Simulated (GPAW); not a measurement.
# Calculated records

```xyz
4
Lattice="3.960 0.000 0.000 0.000 3.960 0.000 0.000 0.000 5.070" Properties=species:S:1:pos:R:3 pbc="T T T" subject="PbO (P4/nmm): one start, several treatments of the self-energy" method="DFT, PBE, plane waves, PAW (and 1 further level or step)" program="GPAW 26.7.0" settings_of_one_run="cutoff 600 eV, GPAW PAW setups 1.2.1 data release, 4×4×4 k-mesh, nbands 262" cost="4 runs, 18 min in all on 4 MPI ranks of Intel Xeon Platinum 8488C (Sapphire Rapids), shared host (the runs of this entry)" notes="The database entry behind the starting cell differs from later determinations by our own check (c about 1 % long). The cell and positions come from the Crystallography Open Database and are kept as given unless a step says otherwise. Limits: no spin-orbit coupling. Bands and cutoff are finite, so the gap is not at the basis limit. The miss can reach some tenths of an eV and take either sign; the mesh is an error of its own. The 4×4×4 mesh is coarse for this cell, which bears on the long-range parts of exchange and screening." g0w0_godby_needs_plasmon_pole="1.348 eV" g0w0_full_frequency_hilbert_transform="1.406 eV" g0w0_multipole="1.304 eV" known_limits="not at the basis limit; no spin-orbit coupling; coarse k mesh"
Pb    0.000    1.980    1.209
Pb    1.980    0.000    3.861
O     0.000    0.000    0.000
O     1.980    1.980    0.000
```

[Paths, hosts, dates, memory and timing lines, banners, echoed tables and standing remarks are left out of the program output.]

[Logs are printed without paths, hosts, clocks, repeated set-up lines and the standing remarks that a program may print on its own settings, such as how far it seeks lower states.]

[Runs of the session that timed out or met a known fault of the program may be left out.]

[Hosts, paths, dates, database ids (printed as entryN), source tags and the programs' standing remarks are cut or masked in the printed files.]
